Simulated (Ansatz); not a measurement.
# BaCrS3, from a guessed structure to a relaxed one

This structure for BaCrS3 is made up. Its elements were placed in a known structure type with a cell scaled to their sizes. What cell does the guess relax to, and how far off was it?

Main program and level: Ansatz 0.2.0; DFT, PBE, plane-wave PAW, files of the set soft_1, scalar-relativistic, ferromagnetic start, cell and ions relaxed at zero pressure; PAW set soft_1, in the first sound run; inputs show where later runs differ.

## 1. The structure

The structure is cubic, space group Pm-3m (No. 221). The conventional cell has a = 4.780 Å, b = 4.780 Å, c = 4.780 Å, α = 90.00°, β = 90.00°, γ = 90.00°. Nearest to Ba lie 12 S at 3.38 Å. Cr has 6 S at 2.39 Å nearest. Nearest to S lie 2 Cr at 2.39 Å and 4 Ba at 3.38 Å. Farther neighbours and most contacts between anions are not listed.

## 2. Relaxation of the guess

The guessed cell has no reason to be at equilibrium. It is relaxed with the atoms, within the space group of the guess.

input.yaml

```yaml
crystal:
  lattice:
    - [4.78, 0.0, 0.0]
    - [0.0, 4.78, 0.0]
    - [0.0, 0.0, 4.78]
  atoms:
    - { symbol: Ba, position: [0.0, 0.0, 0.0] }
    - { symbol: Cr, position: [0.5, 0.5, 0.5], spin: 3.0 }
    - { symbol: S, position: [0.5, 0.5, 0.0] }
    - { symbol: S, position: [0.5, 0.0, 0.5] }
    - { symbol: S, position: [0.0, 0.5, 0.5] }
magnetization:
  spin_polarized: true
kpoints:
  mp_grid: { grid: [6, 6, 6] }
scf:
  occupations: { method: fermi_dirac, width: 0.05 }
hamiltonian:
  xc: pbe
  pseudopotentials: { kind: paw, azcp: { folder: soft_1 } }
relax:
  f_tol: 0.015
  max_steps: 70
  cell: {}
output:
  forces: true
  stress: true
```

Started as:

```sh
> ansatz run input.yaml --threads 4 --pin off --max-ram 8192MiB --backend cpu --events-out ev --progress --plain --runs-dir out
```

Numbers of over 12 decimals in the logs are rounded to 6 here.

The log of the run:

```text
Engine: ansatz 0.2.0, aarch64-unknown-linux-gnu
Pseudopotentials: kind: paw
Pseudopotential: Ba, paw, valence charge 10, recommended cutoff 420 eV (normal), soft_1/Ba.paw.azcp
Pseudopotential: Cr, paw, valence charge 14, recommended cutoff 420 eV (normal), soft_1/Cr.paw.azcp
Pseudopotential: S, paw, valence charge 6, recommended cutoff 420 eV (normal), soft_1/S.paw.azcp
Functional definition: PBE
  parameter kappa = 0.804
  parameter beta = 0.066725
  exchange = pbe_x(kappa = kappa, mu = beta*pi^2/3)
  correlation = pbe_c(beta = beta)
Crystal: 5 atoms, lattice volume = 109.215 Å³
Basis set: ecut = 420 eV, 2103 PW (Γ), exchange–correlation on 64×64×64 points (8 copies of the dense FFT grid, shifted against one another)
Bands: 28, of which v1, the nominal top of the filled ones, is band 21 counted from 1 (20 counted from 0)
Symmetry: 48 space group operations
Space group: Pm-3m (ITA 221), of the structure as read, at distance tolerance 4.8e-5 Å
Magnetic group: BNS 221.92 (UNI 1594), of the structure as read, at distance tolerance 4.8e-5 Å
k-points: 20 of 216
Non-local potential: Ba, projectors of the file, l = 0: 3, l = 1: 2, l = 2: 2, l = 3: 2
Non-local potential: Cr, projectors of the file, l = 0: 3, l = 1: 2, l = 2: 3, l = 3: 1
Non-local potential: S, projectors of the file, l = 0: 2, l = 1: 2, l = 2: 1
PAW form: soft (Blöchl's): semilocal exchange-correlation on the pseudo side does not see the compensation charge
PAW one-centre angular grid: Ba, 194 points (default); XC on 64 Gauss nodes
PAW one-centre angular grid: Cr, 590 points (default); XC on 64 Gauss nodes
PAW one-centre angular grid: S, 110 points (default); XC on 64 Gauss nodes
Initial density: superposition of atomic densities (chi_scale 0.1, normalization cell, long waves kept (reshape's long-wave potential 0.00 eV rms))
Starting moments: Σ|m| = 3 μB on 1 of 5 sites
Initial wavefunctions: pseudopotential atomic-orbital guess
Functional: x = pbe(κ = 0.804, μ = 0.219515), c = pbe(β = 0.066725)
SCF iter   1: F=—  HF=-12039.347881 eV  |F-HF|=—  |Δ(HF+E_count)|=         —  Δρ=4.54e-2 (↑4.54e-2 ↓2.88e-2)  dr2=8.72e0  dr2_m=1.57e-1  M=2.132 μB ∫|m|=2.750 μB  β_m=0.30  ethr=3.10e-3  ⟨swp⟩=10.4  Hψ=6499  notcnv=0
Mixer restart at iter 1: flushing history
preconditioner: auto → Kerker (q_TF=auto, 2.327 Å⁻¹)  [metal: Δε(μ)=0.009 eV  Ē_g=9.214 eV  σ=0.050 eV  W_gap=0.05  n_scr=26 (ndim 8)  ℏωp=20.1 eV  f_vac=0.000  D(μ)=5.85/eV (n_scr^D=56)]
spin=Collinear: Kerker preconditioning applied to the charge; magnetization (m = ρ↑ − ρ↓) channel mixes plain (no charge-response kernel on spin).
SCF iter   2: F=—  HF=-12039.422645 eV  |F-HF|=—  |Δ(HF+E_count)|=   7.48e-2  Δρ=1.82e-2 (↑1.82e-2 ↓1.51e-2)  dr2=2.33e0  dr2_m=6.08e-2  M=2.203 μB ∫|m|=2.798 μB  β_m=0.39  ethr=3.10e-3  ⟨swp⟩=3.0  Hψ=2647  notcnv=0  defer=62
SCF iter   3: F=—  HF=-12039.105047 eV  |F-HF|=—  |Δ(HF+E_count)|=   3.18e-1  Δρ=1.03e-2 (↑1.03e-2 ↓7.68e-3)  dr2=6.48e-1  dr2_m=2.85e-2  M=2.221 μB ∫|m|=2.867 μB  β_m=0.65  ethr=3.10e-3  ⟨swp⟩=3.0  Hψ=1818  notcnv=0  defer=67
SCF iter   4: F=—  HF=-12038.864188 eV  |F-HF|=—  |Δ(HF+E_count)|=   2.41e-1  Δρ=5.87e-3 (↑5.87e-3 ↓2.77e-3)  dr2=9.68e-2  dr2_m=3.76e-3  M=2.250 μB ∫|m|=2.969 μB  β_m=0.83  ethr=1.54e-3  ⟨swp⟩=3.5  Hψ=2165  notcnv=0  defer=68
SCF iter   5: F=—  HF=-12038.888517 eV  |F-HF|=—  |Δ(HF+E_count)|=         —  Δρ=2.14e-3 (↑2.14e-3 ↓8.79e-4)  dr2=7.62e-3  dr2_m=1.64e-3  M=2.266 μB ∫|m|=3.043 μB  β_m=0.83  ethr=2.31e-4  ⟨swp⟩=3.4  Hψ=2138  notcnv=0  defer=59
Mixer restart at iter 5: flushing history
SCF iter   6: F=—  HF=-12038.887737 eV  |F-HF|=—  |Δ(HF+E_count)|=   7.80e-4  Δρ=2.54e-3 (↑2.54e-3 ↓6.35e-4)  dr2=9.65e-3  dr2_m=1.19e-3  M=2.241 μB ∫|m|=3.006 μB  β_m=0.83  ethr=1.81e-5  ⟨swp⟩=2.5  Hψ=2224  notcnv=0  defer=59
SCF iter   7: F=—  HF=-12038.889392 eV  |F-HF|=—  |Δ(HF+E_count)|=   1.65e-3  Δρ=3.53e-4 (↑2.81e-4 ↓3.53e-4)  dr2=8.88e-4  dr2_m=1.15e-5  M=2.249 μB ∫|m|=3.029 μB  β_m=0.91  ethr=1.81e-5  ⟨swp⟩=2.0  Hψ=2080  notcnv=0  defer=59
SCF iter   8: F=—  HF=-12038.889721 eV  |F-HF|=—  |Δ(HF+E_count)|=   3.29e-4  Δρ=3.84e-4 (↑3.84e-4 ↓1.00e-4)  dr2=4.73e-4  dr2_m=2.63e-5  M=2.244 μB ∫|m|=3.023 μB  β_m=0.95  ethr=2.11e-6  ⟨swp⟩=2.4  Hψ=1779  notcnv=0  defer=59
SCF iter   9: F=—  HF=-12038.889624 eV  |F-HF|=—  |Δ(HF+E_count)|=   9.73e-5  Δρ=4.28e-4 (↑4.28e-4 ↓6.44e-5)  dr2=2.64e-4  dr2_m=3.79e-5  M=2.248 μB ∫|m|=3.033 μB  β_m=0.98  ethr=1.13e-6  ⟨swp⟩=2.5  Hψ=1845  notcnv=0  defer=59
SCF iter  10: F=—  HF=-12038.889653 eV  |F-HF|=—  |Δ(HF+E_count)|=   2.93e-5  Δρ=1.95e-4 (↑1.95e-4 ↓2.52e-5)  dr2=5.23e-5  dr2_m=9.56e-6  M=2.248 μB ∫|m|=3.031 μB  β_m=0.92  ethr=6.28e-7  ⟨swp⟩=1.8  Hψ=1286  notcnv=0  defer=59
SCF iter  11: F=—  HF=-12038.890249 eV  |F-HF|=—  |Δ(HF+E_count)|=   5.96e-4  Δρ=1.82e-5 (↑1.82e-5 ↓8.77e-6)  dr2=5.77e-7  dr2_m=6.80e-8  M=2.247 μB ∫|m|=3.029 μB  β_m=0.96  ethr=1.24e-7  ⟨swp⟩=2.2  Hψ=1601  notcnv=0  defer=58
SCF iter  12: F=—  HF=-12038.890249 eV  |F-HF|=—  |Δ(HF+E_count)|=   2.19e-8  Δρ=1.48e-6 (↑1.48e-6 ↓1.09e-6)  dr2=1.49e-8  dr2_m=1.28e-10  M=2.247 μB ∫|m|=3.029 μB  β_m=0.95  ethr=1.37e-9  ⟨swp⟩=2.4  Hψ=1816  notcnv=0  defer=58
SCF iter  13: F=-12038.890249 eV  HF=-12038.890249 eV  |F-HF|=6.62e-8  |Δ(HF+E_count)|=   7.35e-9  Δρ=5.08e-6 (↑5.08e-6 ↓1.42e-6)  dr2=7.01e-8  dr2_m=3.62e-9  M=2.247 μB ∫|m|=3.029 μB  ethr=3.55e-11  ⟨swp⟩=1.8  Hψ=3417  notcnv=0
SCF 1 converged in 13 iterations: F = -12038.890249 eV  dr2 = 7.01e-8
  greatest PAW one-centre occupation: 1.000 electrons in one spin orbital (limit 2), on the Cr atom at site 1 (counted from 0), in its partial waves of l = 0
relax step   1: F+E_penalty+E_count = -12038.89024923 eV  Δ(F+E_penalty+E_count) = +0.000e0 eV  max|allowed force component| = 7.841e-29 eV/Å  Δτ_max = 0.0000 Å  P = -1.097 GPa  Ω = 109.215 Å³  (13 SCF iters, dr2 threshold 1.00e-7 eV, accepted)
Crystal: 5 atoms, lattice volume = 107.710 Å³
Initial density: handed on by an earlier stage of this run
Starting moments: Σ|m| = 3 μB on 1 of 5 sites; this step starts from the density that it was given
Initial wavefunctions: those handed on with the density
iter 1 solved again at ethr=7.28e-6 eV; its pass at ethr=3.10e-3 eV (dr2=3.06e-3 eV) is discarded
SCF iter   1: F=—  HF=-12038.896972 eV  |F-HF|=—  |Δ(HF+E_count)|=         —  Δρ=2.26e-3 (↑2.26e-3 ↓9.10e-4)  dr2=3.10e-3  dr2_m=2.44e-3  M=2.235 μB ∫|m|=2.961 μB  β_m=0.65  ethr=7.28e-6  ⟨swp⟩=1.8  Hψ=6253  notcnv=0
preconditioner: auto → Kerker (q_TF=auto, 2.012 Å⁻¹)  [metal: Δε(μ)=0.013 eV  Ē_g=9.075 eV  σ=0.050 eV  W_gap=0.07  n_scr=18 (ndim 8)  ℏωp=20.2 eV  f_vac=0.000  D(μ)=5.51/eV (n_scr^D=56)]
spin=Collinear: Kerker preconditioning applied to the charge; magnetization (m = ρ↑ − ρ↓) channel mixes plain (no charge-response kernel on spin).
SCF iter   2: F=—  HF=-12038.896272 eV  |F-HF|=—  |Δ(HF+E_count)|=   7.00e-4  Δρ=3.62e-4 (↑3.13e-4 ↓3.62e-4)  dr2=2.95e-4  dr2_m=2.43e-5  M=2.239 μB ∫|m|=2.971 μB  β_m=0.47  ethr=7.28e-6  ⟨swp⟩=2.0  Hψ=2124  notcnv=0
SCF iter   3: F=—  HF=-12038.896444 eV  |F-HF|=—  |Δ(HF+E_count)|=   1.71e-4  Δρ=2.04e-4 (↑1.69e-4 ↓2.04e-4)  dr2=9.42e-5  dr2_m=2.30e-5  M=2.239 μB ∫|m|=2.969 μB  β_m=0.63  ethr=7.02e-7  ⟨swp⟩=2.0  Hψ=1985  notcnv=0
SCF iter   4: F=—  HF=-12038.896616 eV  |F-HF|=—  |Δ(HF+E_count)|=   1.72e-4  Δρ=1.43e-4 (↑1.43e-4 ↓6.48e-5)  dr2=5.00e-5  dr2_m=2.19e-6  M=2.241 μB ∫|m|=2.971 μB  β_m=0.82  ethr=2.24e-7  ⟨swp⟩=2.5  Hψ=1833  notcnv=0
SCF iter   5: F=—  HF=-12038.896740 eV  |F-HF|=—  |Δ(HF+E_count)|=   1.25e-4  Δρ=5.70e-5 (↑5.70e-5 ↓3.35e-5)  dr2=1.69e-5  dr2_m=1.90e-7  M=2.242 μB ∫|m|=2.971 μB  β_m=0.91  ethr=1.19e-7  ⟨swp⟩=2.0  Hψ=1958  notcnv=0
SCF iter   6: F=—  HF=-12038.896759 eV  |F-HF|=—  |Δ(HF+E_count)|=   1.87e-5  Δρ=2.11e-5 (↑2.11e-5 ↓1.02e-5)  dr2=1.65e-6  dr2_m=3.87e-8  M=2.242 μB ∫|m|=2.971 μB  β_m=0.95  ethr=4.02e-8  ⟨swp⟩=2.6  Hψ=1999  notcnv=0
SCF iter   7: F=—  HF=-12038.896760 eV  |F-HF|=—  |Δ(HF+E_count)|=   1.42e-6  Δρ=2.38e-6 (↑2.38e-6 ↓1.53e-6)  dr2=2.41e-8  dr2_m=6.69e-10  M=2.242 μB ∫|m|=2.971 μB  β_m=0.98  ethr=3.92e-9  ⟨swp⟩=2.2  Hψ=1944  notcnv=0
SCF iter   8: F=-12038.896760 eV  HF=-12038.896760 eV  |F-HF|=5.10e-8  |Δ(HF+E_count)|=   1.29e-8  Δρ=4.70e-6 (↑4.70e-6 ↓1.32e-6)  dr2=5.55e-8  dr2_m=3.08e-9  M=2.242 μB ∫|m|=2.971 μB  ethr=5.73e-11  ⟨swp⟩=1.4  Hψ=3573  notcnv=0
SCF 2 converged in 8 iterations: F = -12038.896760 eV  dr2 = 5.55e-8
relax step   2: F+E_penalty+E_count = -12038.89676044 eV  Δ(F+E_penalty+E_count) = -6.511e-3 eV  max|allowed force component| = 1.062e-29 eV/Å  Δτ_max = 0.0000 Å  P = -0.227 GPa  Ω = 107.710 Å³  energy of the carried Pulay correction = +2.387e-4 eV  (8 SCF iters, dr2 threshold 5.00e-7 eV, accepted)
Crystal: 5 atoms, lattice volume = 107.324 Å³
iter 1 solved again at ethr=4.94e-7 eV; its pass at ethr=3.10e-3 eV (dr2=2.07e-4 eV) is discarded
SCF iter   1: F=—  HF=-12038.897096 eV  |F-HF|=—  |Δ(HF+E_count)|=         —  Δρ=5.90e-4 (↑5.90e-4 ↓2.36e-4)  dr2=2.11e-4  dr2_m=1.65e-4  M=2.239 μB ∫|m|=2.953 μB  β_m=0.65  ethr=4.94e-7  ⟨swp⟩=2.2  Hψ=5930  notcnv=0
preconditioner: auto → Kerker (q_TF=auto, 2.012 Å⁻¹)  [metal: Δε(μ)=0.013 eV  Ē_g=9.082 eV  σ=0.050 eV  W_gap=0.06  n_scr=18 (ndim 8)  ℏωp=20.3 eV  f_vac=0.000  D(μ)=5.50/eV (n_scr^D=56)]
spin=Collinear: Kerker preconditioning applied to the charge; magnetization (m = ρ↑ − ρ↓) channel mixes plain (no charge-response kernel on spin).
SCF iter   2: F=—  HF=-12038.897053 eV  |F-HF|=—  |Δ(HF+E_count)|=   4.32e-5  Δρ=9.21e-5 (↑8.15e-5 ↓9.21e-5)  dr2=1.98e-5  dr2_m=1.77e-6  M=2.240 μB ∫|m|=2.956 μB  β_m=0.48  ethr=4.94e-7  ⟨swp⟩=2.0  Hψ=1922  notcnv=0
SCF iter   3: F=—  HF=-12038.897064 eV  |F-HF|=—  |Δ(HF+E_count)|=   1.13e-5  Δρ=5.31e-5 (↑4.05e-5 ↓5.31e-5)  dr2=6.10e-6  dr2_m=1.31e-6  M=2.240 μB ∫|m|=2.955 μB  β_m=0.64  ethr=4.71e-8  ⟨swp⟩=2.0  Hψ=1880  notcnv=0
SCF iter   4: F=—  HF=-12038.897079 eV  |F-HF|=—  |Δ(HF+E_count)|=   1.43e-5  Δρ=3.85e-5 (↑3.85e-5 ↓1.34e-5)  dr2=3.57e-6  dr2_m=2.17e-7  M=2.241 μB ∫|m|=2.956 μB  β_m=0.82  ethr=1.45e-8  ⟨swp⟩=2.0  Hψ=1897  notcnv=0
SCF iter   5: F=—  HF=-12038.897087 eV  |F-HF|=—  |Δ(HF+E_count)|=   8.68e-6  Δρ=9.49e-6 (↑8.80e-6 ↓9.49e-6)  dr2=7.33e-7  dr2_m=1.03e-8  M=2.241 μB ∫|m|=2.956 μB  β_m=0.91  ethr=8.50e-9  ⟨swp⟩=2.1  Hψ=1975  notcnv=0
SCF iter   6: F=—  HF=-12038.897088 eV  |F-HF|=—  |Δ(HF+E_count)|=   5.61e-7  Δρ=4.51e-6 (↑4.51e-6 ↓2.57e-6)  dr2=8.94e-8  dr2_m=1.35e-9  M=2.241 μB ∫|m|=2.956 μB  β_m=0.96  ethr=1.75e-9  ⟨swp⟩=2.4  Hψ=1887  notcnv=0
SCF iter   7: F=-12038.897088 eV  HF=-12038.897088 eV  |F-HF|=1.48e-8  |Δ(HF+E_count)|=   5.97e-8  Δρ=2.65e-6 (↑2.65e-6 ↓7.33e-7)  dr2=1.63e-8  dr2_m=9.85e-10  M=2.241 μB ∫|m|=2.956 μB  ethr=2.13e-10  ⟨swp⟩=2.8  Hψ=4190  notcnv=0
SCF 3 converged in 7 iterations: F = -12038.897088 eV  dr2 = 1.63e-8
relax step   3: F+E_penalty+E_count = -12038.89708795 eV  Δ(F+E_penalty+E_count) = -3.275e-4 eV  max|allowed force component| = 8.809e-30 eV/Å  Δτ_max = 0.0000 Å  P = +0.007 GPa  Ω = 107.324 Å³  energy of the carried Pulay correction = +3.004e-4 eV  (7 SCF iters, dr2 threshold 1.29e-7 eV, accepted)
Initial wavefunctions: pseudopotential atomic-orbital guess (no wavefunctions were taken with the density)
iter 1 solved again at ethr=4.15e-7 eV; its pass at ethr=3.10e-3 eV (dr2=1.74e-4 eV) is discarded
SCF iter   1: F=—  HF=-12038.896807 eV  |F-HF|=—  |Δ(HF+E_count)|=         —  Δρ=1.27e-5 (↑1.27e-5 ↓7.78e-6)  dr2=3.06e-7  dr2_m=2.74e-8  M=2.241 μB ∫|m|=2.956 μB  β_m=0.65  ethr=4.15e-7  ⟨swp⟩=4.0  Hψ=9260  notcnv=0
spin=Collinear: Kerker preconditioning applied to the charge; magnetization (m = ρ↑ − ρ↓) channel mixes plain (no charge-response kernel on spin).
SCF iter   2: F=—  HF=-12038.896804 eV  |F-HF|=—  |Δ(HF+E_count)|=   3.09e-6  Δρ=3.18e-6 (↑2.66e-6 ↓3.18e-6)  dr2=9.04e-9  dr2_m=1.53e-9  M=2.241 μB ∫|m|=2.956 μB  β_m=0.52  ethr=7.28e-10  ⟨swp⟩=2.9  Hψ=2109  notcnv=0
SCF iter   3: F=—  HF=-12038.896804 eV  |F-HF|=—  |Δ(HF+E_count)|=   3.58e-8  Δρ=1.52e-6 (↑1.52e-6 ↓1.30e-6)  dr2=1.74e-9  dr2_m=6.57e-10  M=2.241 μB ∫|m|=2.956 μB  β_m=0.64  ethr=2.15e-11  ⟨swp⟩=2.0  Hψ=1959  notcnv=0
SCF iter   4: F=—  HF=-12038.896804 eV  |F-HF|=—  |Δ(HF+E_count)|=   3.89e-8  Δρ=2.35e-6 (↑2.35e-6 ↓5.31e-7)  dr2=9.83e-9  dr2_m=1.18e-9  M=2.241 μB ∫|m|=2.956 μB  β_m=0.64  ethr=4.14e-12  ⟨swp⟩=2.1  Hψ=1968  notcnv=0
SCF iter   5: F=—  HF=-12038.896804 eV  |F-HF|=—  |Δ(HF+E_count)|=   3.30e-8  Δρ=7.14e-7 (↑7.14e-7 ↓5.00e-7)  dr2=3.62e-9  dr2_m=2.92e-11  M=2.241 μB ∫|m|=2.956 μB  β_m=0.82  ethr=4.14e-12  ⟨swp⟩=3.0  Hψ=2232  notcnv=0
SCF iter   6: F=—  HF=-12038.896804 eV  |F-HF|=—  |Δ(HF+E_count)|=   3.71e-9  Δρ=9.98e-7 (↑9.98e-7 ↓1.52e-7)  dr2=2.33e-9  dr2_m=2.05e-10  M=2.241 μB ∫|m|=2.956 μB  β_m=0.83  ethr=4.14e-12  ⟨swp⟩=2.1  Hψ=1522  notcnv=0
SCF iter   7: F=—  HF=-12038.896804 eV  |F-HF|=—  |Δ(HF+E_count)|=   3.42e-9  Δρ=1.88e-7 (↑1.88e-7 ↓5.64e-8)  dr2=4.76e-11  dr2_m=1.13e-11  M=2.241 μB ∫|m|=2.956 μB  β_m=0.92  ethr=4.14e-12  ⟨swp⟩=2.5  Hψ=2039  notcnv=0
SCF iter   8: F=—  HF=-12038.896804 eV  |F-HF|=—  |Δ(HF+E_count)|=  1.82e-11  Δρ=3.88e-8 (↑3.88e-8 ↓1.08e-8)  dr2=2.87e-12  dr2_m=3.90e-13  M=2.241 μB ∫|m|=2.956 μB  β_m=0.96  ethr=1.00e-12  ⟨swp⟩=1.5  Hψ=1172  notcnv=0
SCF iter   9: F=-12038.896804 eV  HF=-12038.896804 eV  |F-HF|=2.73e-11  |Δ(HF+E_count)|=  5.46e-12  Δρ=1.03e-7 (↑1.03e-7 ↓3.15e-8)  dr2=2.78e-11  dr2_m=1.40e-12  M=2.241 μB ∫|m|=2.956 μB  ethr=1.00e-12  ⟨swp⟩=3.0  Hψ=3297  notcnv=0
SCF 4 converged in 9 iterations: F = -12038.896804 eV  dr2 = 2.78e-11
relax step   4: F+E_penalty+E_count = -12038.89680397 eV  Δ(F+E_penalty+E_count) = +2.840e-4 eV  max|allowed force component| = 1.701e-29 eV/Å  Δτ_max = 0.0000 Å  P = +0.009 GPa  Ω = 107.324 Å³  stress off target by 8.51e-3 GPa  SCF on the basis re-selected at this cell (its energy is not comparable with the rows above)  (9 SCF iters)
basis re-selected at this cell: Δ(F+E_penalty+E_count) = +2.840e-4 eV, ΔP = +0.001 GPa vs the last step (what re-selecting the basis moved, of the pressure what is left beyond the Pulay correction that the steps carried, after the strain that the cell walked since its last selection, with what the two solves' SCF thresholds leave and, on support functions, any second-order correction that the steps lacked; it is no m [...]
SCF converged after 9 iterations
Magnetization: 2.2407 μB (22.1204 up, 19.8796 down)
Absolute magnetization: 2.9559 μB (∫|ρ↑−ρ↓|, with the PAW one-centre terms)
Spin contamination: 0.3431 ħ² per cell (⟨S²⟩ above its minimum at these occupations)
Per-site moments (μB) at R_I (Å): [(0.011823, 1.386142), (2.310245, 0.980150), (-0.096821, 0.980150), (-0.096821, 0.980150), (-0.096821, 0.980150)]
Free energy (F): -12038.896804 eV
Harris-Foulkes:  -12038.896804 eV  (|F-HF|=2.73e-11)
Internal energy: -12038.851175 eV  (E = F + TS)
E sigma→0 (E₀):  -12038.873990 eV
Entropy (-TS):   -0.045629 eV (-9.126 meV/atom)
Fermi energy:    8.457890 eV
--- Per-component energies (eV) ---
  E_band       = -287.068730
  E_kinetic    = 776.676199
  E_local      = -2715.048844  (includes V_loc(G=0)·N_el)
  E_nonlocal   = 241.794577
  E_hartree    = 1137.851238
  E_xc         = -580.205582
  E_vxc        = -522.894820  (∫ρ·V_xc dr)
  E_paw        = -8241.495954  (= ΣΔE_a)
  E_vpaw       = -343.298847  (= ΣTr[D̂ρ^β])
  E_aug_tail   = 0.000830  (compensation charges beyond the density's cutoff)
  E_ewald      = -2658.423639
  E_smearing   = -0.045629  (= −TS)
  E_closure    = 0.000000  (closes the sum)
  Σ components = -12038.896804   (vs F -12038.896804, Δ=0.00e0)
--- Forces (eV/Å), atoms counted from 1 ---
  atom   1  Ba    -0.00000000    -0.00000000     0.00000000
  atom   2  Cr    -0.00000000    -0.00000000     0.00000000
  atom   3  S     -0.00000000     0.00000000     0.00000000
  atom   4  S      0.00000000     0.00000000     0.00000000
  atom   5  S      0.00000000     0.00000000    -0.00000000
  max |Σ_I F_I| component: 2.18e-29 eV/Å
--- Stress (GPa, compression-positive) ---
        0.008507       0.000000       0.000000
        0.000000       0.008507       0.000000
        0.000000       0.000000       0.008507
  P = ⅓ Tr σ = 0.0085 GPa (0.085 kbar)
--- Relaxed structure (3 steps of the walk, 3 accepted, 1 SCFs on fresh bases) ---
  F+E_penalty+E_count = -12038.89680397 eV   max|allowed force component| = 1.701e-29 eV/Å   (the final SCF, on the basis selected at the relaxed cell)
  cell:  # Å, volume = 107.3238 Å³
    - [4.752243, 0, 0]
    - [0, 4.752243, 0]
    - [0, 0, 4.752243]
  atoms:
    - { symbol: Ba, position: [0, 0, 0] }
    - { symbol: Cr, position: [0.5, 0.5, 0.5] }
    - { symbol: S, position: [0.5, 0.5, 0] }
    - { symbol: S, position: [0.5, 0, 0.5] }
    - { symbol: S, position: [0, 0.5, 0.5] }
```

Wall time 9.2 s (4 threads of Arm Neoverse V1, shared host); peak memory 0.45 GiB; 32 s of CPU time.

Relaxation path:

| step | energy less that of the first step (eV) | largest force component (eV/Å) | pressure (GPa) | volume (Å³) |
| --- | --- | --- | --- | --- |
| 1 | 0.0000 | 0.0000 | -1.10 | 109.22 |
| 2 | -0.0065 | 0.0000 | -0.23 | 107.71 |
| 3 | -0.0068 | 0.0000 | 0.01 | 107.32 |
| 4* | -0.0066 | 0.0000 | 0.01 | 107.32 |

Relaxation steps marked * repeat the geometry before them on a plane-wave basis chosen anew for their cell, so energy and pressure can jump there.

Forces are held to the 48 operations that the run works with; a distortion that breaks them can't arise in this run.

| conventional cell, symmetrised | before | after | change |
| --- | --- | --- | --- |
| a (Å) | 4.780 | 4.752 | -0.6 % |
| b (Å) | 4.780 | 4.752 | -0.6 % |
| c (Å) | 4.780 | 4.752 | -0.6 % |
| volume (Å³/atom) | 21.84 | 21.46 | -1.7 % |

The relaxed structure:

```cif
data_structure
_symmetry_space_group_name_H-M 'P 1'
_symmetry_Int_Tables_number 1
_cell_length_a 4.7522
_cell_length_b 4.7522
_cell_length_c 4.7522
_cell_angle_alpha 90.000
_cell_angle_beta 90.000
_cell_angle_gamma 90.000
_cell_volume 107.32
loop_
_atom_site_label
_atom_site_type_symbol
_atom_site_fract_x
_atom_site_fract_y
_atom_site_fract_z
_atom_site_occupancy
Ba1 Ba 0.00000 0.00000 0.00000 1
Cr2 Cr 0.50000 0.50000 0.50000 1
S3 S 0.50000 0.50000 0.00000 1
S4 S 0.50000 0.00000 0.50000 1
S5 S 0.00000 0.50000 0.50000 1
```

Numbers from this step:

```yaml
free_energy: -12038.8968 eV
energy_at_zero_smearing: -12038.8740 eV
smearing_term_ts: 0.04563 eV
fermi_energy: 8.458 eV
magnetization: 2.241 μB
absolute_magnetization: 2.956 μB
site_moments: 0.01182, 2.310, -0.09682, -0.09682, -0.09682 μB
electrons: 42
symmetry_operations: 48
pressure: 0.008507 GPa
```

Site moment by atom:

| atom | site moment (μB) |
| --- | --- |
| Ba1 | 0.01 |
| Cr2 | 2.31 |
| S3 | -0.10 |
| S4 | -0.10 |
| S5 | -0.10 |

Shortest distances by pair of elements, guess and relaxed (not always the same contact):

| pair | guess (Å) | relaxed (Å) |
| --- | --- | --- |
| Cr–S | 2.390 | 2.376 |
| Ba–S | 3.380 | 3.360 |
| S–S | 3.380 | 3.360 |
| Ba–Cr | 4.140 | 4.116 |
| Ba–Ba | 4.780 | 4.752 |

The relaxation ends with a pressure of 0.01 GPa.

(Continued in part 2 of 2.)

[Logs are printed without paths, hosts, clocks, repeated set-up lines and the standing remarks that a program may print on its own settings, such as how far it seeks lower states.]

[Hosts, paths, dates, database ids (printed as entryN), source tags and the programs' standing remarks are cut or masked in the printed files.]
